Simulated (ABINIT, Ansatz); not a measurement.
**SiTe2 (P-6m2): phonons by linear response**

How does SiTe2 (P-6m2) vibrate, and is this structure a minimum?

Method: DFT LDA, scalar-relativistic, plane waves, HGH norm-conserving pseudopotentials, in ABINIT 10.8.3.

## 1. The starting structure

The cell holds 3 atoms: 1 Si and 2 Te. Its edges and angles: a = 3.494 Å, b = 3.494 Å, c = 16.600 Å, α = 90.0°, β = 90.0°, γ = 120.0°. Vacuum lies along c.

## 2. Relaxation

The in-plane cell and the atoms are brought to rest; the spacing across the vacuum is kept.

The starting cell comes from a relaxation made beforehand in Ansatz (LDA, PseudoDojo NC).

Contents of relax.abi:

```
# relaxation
ionmov 2
optcell 9
dilatmx 1.08
ntime 40
tolmxf 1.0d-05
tolvrs 1.0d-14
prtwf 0
prtden 0
chksymtnons 0

# basis, mesh and filling
ecut 26.0
ecutsm 3.0
ixc 7
ngkpt 12 12 1
nshiftk 1
shiftk 0.0 0.0 0.0
istwfk *1
occopt 7
tsmear 0.01
nband 14
nstep 100
diemac 1000000.0
prtebands 0
prtgsr 0
useylm 1

# cell and atoms
acell 3*1.0 Angstrom
rprim 
    3.494058371 0.0 0.0
    -1.747029186 3.025943312 0.0
    0.0 0.0 16.6
ntypat 2
znucl 14 52
natom 3
typat 1 2 2
xred 
    1/3 2/3 0.5
    2/3 1/3 0.6134154807
    2/3 1/3 0.3865845193
pp_dirpath "./pseudo"
pseudos "Si.hgh, Te.hgh"
```

On the command line:

```console
$ OMP_NUM_THREADS=1 mpirun -n 4 abinit relax.abi > relax.log
```

Numbers of over 12 decimals in the logs are rounded to 6 here.

relax.abo, the main output file:

```text
[banners, grids, parts of the stress and lines that vanish by symmetry left out]
- input  file    -> relax.abi
- output file    -> relax.abo
- root for input  files -> relaxi
[...]
Symmetries : space group P-6 m 2 (#187); Bravais hP (primitive hexag.)
[...]
mpw =        9472          nfft =      207360          nkpt =          19
[...]
== DATASET  1 ==================================================================
[...]
cutoff_energies: {ecut:  26.0, pawecutdg:  -1.0, }
[...]
Exchange-correlation functional for the present dataset will be:
  LDA: Perdew-Wang 92 LSD fit to Ceperley-Alder data - ixc=7
[...]
ETOT  1  -20.381691090313    -2.038E+01 2.310E-02 8.736E+02
 ETOT  2  -20.418826737529    -3.714E-02 4.798E-03 8.151E+01
 ETOT  3  -20.419153222108    -3.265E-04 4.347E-04 1.630E+02
 ETOT  4  -20.419670999753    -5.178E-04 2.572E-04 1.065E+02
 ETOT  5  -20.419904571124    -2.336E-04 1.358E-04 6.400E+01
[...]
At SCF step   22       vres2   =  2.51E-15 < tolvrs=  1.00E-14 =>converged.
[...]
sigma(1 1)= -8.81813499E-06  sigma(3 2)=  0.00000000E+00
  sigma(2 2)= -8.81813522E-06  sigma(3 1)=  0.00000000E+00
  sigma(3 3)= -1.06202560E-06  sigma(2 1)=  1.42089032E-13
[...]
convergence: {deltae: -1.350E-12, res2:  2.506E-15, residm:  2.426E-08, diffor: null, }
etotal    :  -2.04201298E+01
[...]
ETOT  1  -20.420038669489    -2.042E+01 1.654E-06 8.233E+00
[...]
At SCF step   20       vres2   =  8.86E-17 < tolvrs=  1.00E-14 =>converged.
[...]
sigma(1 1)= -8.18720344E-06  sigma(3 2)=  0.00000000E+00
  sigma(2 2)= -8.18720367E-06  sigma(3 1)=  0.00000000E+00
  sigma(3 3)= -7.49086192E-07  sigma(2 1)=  1.42041843E-13
[...]
convergence: {deltae: -4.473E-12, res2:  8.861E-17, residm:  1.008E-11, diffor: null, }
etotal    :  -2.04201352E+01
[...]
ETOT  1  -20.403534822349    -2.040E+01 9.579E-05 1.393E+03
[...]
At SCF step   22       vres2   =  5.44E-16 < tolvrs=  1.00E-14 =>converged.
[...]
sigma(1 1)= -3.91293057E-07  sigma(3 2)=  0.00000000E+00
  sigma(2 2)= -3.91293288E-07  sigma(3 1)=  0.00000000E+00
  sigma(3 3)=  2.93916458E-06  sigma(2 1)=  1.41414713E-13
[...]
convergence: {deltae:  1.421E-13, res2:  5.442E-16, residm:  5.325E-13, diffor: null, }
etotal    :  -2.04201686E+01
[...]
ETOT  1  -20.420152144303    -2.042E+01 1.966E-07 1.411E+00
[...]
At SCF step   19       vres2   =  2.34E-15 < tolvrs=  1.00E-14 =>converged.
[...]
sigma(1 1)= -2.05358689E-07  sigma(3 2)=  0.00000000E+00
  sigma(2 2)= -2.05358920E-07  sigma(3 1)=  0.00000000E+00
  sigma(3 3)=  2.83430257E-06  sigma(2 1)=  1.41383550E-13
[...]
convergence: {deltae:  1.339E-12, res2:  2.338E-15, residm:  2.433E-15, diffor: null, }
etotal    :  -2.04201691E+01
[...]
ETOT  1  -20.419521292540    -2.042E+01 7.579E-06 5.273E+01
[...]
At SCF step   20       vres2   =  7.62E-16 < tolvrs=  1.00E-14 =>converged.
[...]
sigma(1 1)=  5.65206121E-07  sigma(3 2)=  0.00000000E+00
  sigma(2 2)=  5.65205891E-07  sigma(3 1)=  0.00000000E+00
  sigma(3 3)=  9.76480268E-07  sigma(2 1)=  1.41141833E-13
[...]
convergence: {deltae:  3.972E-12, res2:  7.625E-16, residm:  1.140E-14, diffor: null, }
etotal    :  -2.04201724E+01
[...]
ETOT  1  -20.420171156515    -2.042E+01 1.933E-06 1.677E-01
[...]
At SCF step   15       vres2   =  3.08E-15 < tolvrs=  1.00E-14 =>converged.
[...]
sigma(1 1)=  2.70236129E-07  sigma(3 2)=  0.00000000E+00
  sigma(2 2)=  2.70235899E-07  sigma(3 1)=  0.00000000E+00
  sigma(3 3)=  2.23863420E-07  sigma(2 1)=  1.41117835E-13
[...]
convergence: {deltae: -3.453E-12, res2:  3.084E-15, residm:  6.483E-14, diffor: null, }
etotal    :  -2.04201727E+01
[...]
ETOT  1  -20.420162115917    -2.042E+01 3.107E-05 9.280E-01
[...]
ETOT 18  -20.420172793479    -3.173E-12 5.224E-15 6.286E-14
 ETOT 19  -20.420172793475     4.224E-12 1.264E-15 1.998E-15
 At SCF step   19       vres2   =  2.00E-15 < tolvrs=  1.00E-14 =>converged.
[...]
sigma(1 1)=  2.69740966E-08  sigma(3 2)=  0.00000000E+00
  sigma(2 2)=  2.69738661E-08  sigma(3 1)=  0.00000000E+00
  sigma(3 3)= -8.15009834E-09  sigma(2 1)=  1.41129063E-13
[...]
convergence: {deltae:  4.224E-12, res2:  1.998E-15, residm:  1.264E-15, diffor: null, }
etotal    :  -2.04201728E+01
[...]
At Broyd/MD step   7, gradients are converged :
[...]
sigma(1 1)=  2.69740966E-08  sigma(3 2)=  0.00000000E+00
  sigma(2 2)=  2.69738661E-08  sigma(3 1)=  0.00000000E+00
  sigma(3 3)= -8.15009834E-09  sigma(2 1)=  1.41129063E-13
[...]
- sigma(1 1)=  7.93605321E-04  sigma(3 2)=  0.00000000E+00
- sigma(2 2)=  7.93598539E-04  sigma(3 1)=  0.00000000E+00
- sigma(3 3)= -2.39784172E-04  sigma(2 1)=  4.15216039E-09
[...]
fcart      2.4364315394E-28  3.5948345908E-28 -0.0000000000E+00
           strten      2.6974096600E-08  2.6973866093E-08 -8.1500983356E-09
================================================================================

[key lines of the parts left out:]
pressure_GPa:  -4.4914E-04
Total energy (etotal) [Ha]= -2.04201727934752E+01
```

The job ended after 4.2 min (4 MPI ranks of Arm Neoverse V1, shared host; 17 min of CPU time).

The steps of the relaxation:

```tsv
step	energy less that of the first step (eV)	largest force (eV/Å)	volume (Å³)
1	0.0000	0.0091	175.51
2	-0.0001	0.0064	175.60
3	-0.0011	0.0253	176.79
4	-0.0011	0.0245	176.82
5	-0.0012	0.0085	177.06
6	-0.0012	0.0020	177.04
7	-0.0012	0.0000	177.01
```

```tsv
cell as run	before	after	change
a (Å)	3.494	3.509	+0.4 %
b (Å)	3.494	3.509	+0.4 %
```

The relaxed structure:

```xyz
3
Lattice="3.5090 0.0000 0.0000 -1.7545 3.0388 0.0000 0.0000 0.0000 16.6000" Properties=species:S:1:pos:R:3
Si    0.0000    2.0259    8.3000
Te    1.7545    1.0129   10.1795
Te    1.7545    1.0129    6.4205
```

This step gave:

```yaml
gap_on_the_k_mesh: 0 eV
area_per_atom: 3.554 Å²
```

The volume changes by +0.9 % from the cell with which this run began.

## 3. Self-consistent run for the response

First-order wavefunctions inherit every error of the ground state, hence the very tight tolvrs. Occupations are smeared.

Contents of gs.abi:

```
# ground state
tolvrs 1.0d-16
prtden 1
prtwf 1

# basis, mesh and filling
ecut 20.0
ixc 7
ngkpt 12 12 1
nshiftk 1
shiftk 0.0 0.0 0.0
istwfk *1
occopt 7
tsmear 0.01
nband 14
nstep 100
diemac 1000000.0
prtebands 0
prtgsr 0
useylm 1

# cell and atoms
acell 3*1.0 Angstrom
rprim 
    3.50895102 0.0 0.0
    -1.75447551 3.038840724 0.0
    0.0 0.0 16.60000001
ntypat 2
znucl 14 52
natom 3
typat 1 2 2
xred 
    1/3 2/3 0.5
    2/3 1/3 0.6132238463
    2/3 1/3 0.3867761537
pp_dirpath "./pseudo"
pseudos "Si.hgh, Te.hgh"
```

On the command line:

```console
$ OMP_NUM_THREADS=1 mpirun -n 4 abinit gs.abi > gs.log
```

gs.abo, the main output file:

```text
[banners, grids, parts of the stress and lines that vanish by symmetry left out]
- input  file    -> gs.abi
- output file    -> gs.abo
- root for input  files -> gsi
[...]
Symmetries : space group P-6 m 2 (#187); Bravais hP (primitive hexag.)
[...]
mpw =        5141          nfft =      115200          nkpt =          19
[...]
== DATASET  1 ==================================================================
[...]
cutoff_energies: {ecut:  20.0, pawecutdg:  -1.0, }
[...]
Exchange-correlation functional for the present dataset will be:
  LDA: Perdew-Wang 92 LSD fit to Ceperley-Alder data - ixc=7
[...]
ETOT  1  -20.380200192078    -2.038E+01 2.064E-02 4.107E+02
 ETOT  2  -20.418518217025    -3.832E-02 1.231E-03 4.800E+01
 ETOT  3  -20.418672301288    -1.541E-04 1.131E-04 8.851E+01
 ETOT  4  -20.419204028266    -5.317E-04 2.194E-04 5.687E+01
 ETOT  5  -20.419413622024    -2.096E-04 9.424E-05 3.586E+01
[...]
ETOT 21  -20.419648841456    -9.983E-13 7.003E-09 2.024E-15
 ETOT 22  -20.419648841456    -5.187E-13 3.654E-09 4.230E-17
 At SCF step   22       vres2   =  4.23E-17 < tolvrs=  1.00E-16 =>converged.
[...]
sigma(1 1)=  2.41219298E-06  sigma(3 2)=  0.00000000E+00
  sigma(2 2)=  2.41219296E-06  sigma(3 1)=  0.00000000E+00
  sigma(3 3)=  2.40228219E-06  sigma(2 1)=  0.00000000E+00
[...]
convergence: {deltae: -5.187E-13, res2:  4.230E-17, residm:  3.654E-09, diffor: null, }
etotal    :  -2.04196488E+01
[...]
sigma(1 1)=  2.41219298E-06  sigma(3 2)=  0.00000000E+00
  sigma(2 2)=  2.41219296E-06  sigma(3 1)=  0.00000000E+00
  sigma(3 3)=  2.40228219E-06  sigma(2 1)=  0.00000000E+00
[...]
- sigma(1 1)=  7.09691677E-02  sigma(3 2)=  0.00000000E+00
- sigma(2 2)=  7.09691670E-02  sigma(3 1)=  0.00000000E+00
- sigma(3 3)=  7.06775821E-02  sigma(2 1)=  0.00000000E+00
[...]
fcart     -2.7071461529E-29 -1.5629715601E-29 -1.1293772630E-21
           strten      2.4121929814E-06  2.4121929562E-06  2.4022821874E-06
================================================================================

[key lines of the parts left out:]
pressure_GPa:  -7.0872E-02
```

The job ended after 24 s (4 MPI ranks).

(Part 1 of 4 ends here.)

[Host names and launcher messages were left out of these logs when they were recorded.]

[Logs are printed without paths, hosts, clocks, repeated set-up lines and the standing remarks that a program may print on its own settings, such as how far it seeks lower states.]

[Hosts, paths, dates, database ids (printed as entryN), source tags and the programs' standing remarks are cut or masked in the printed files.]
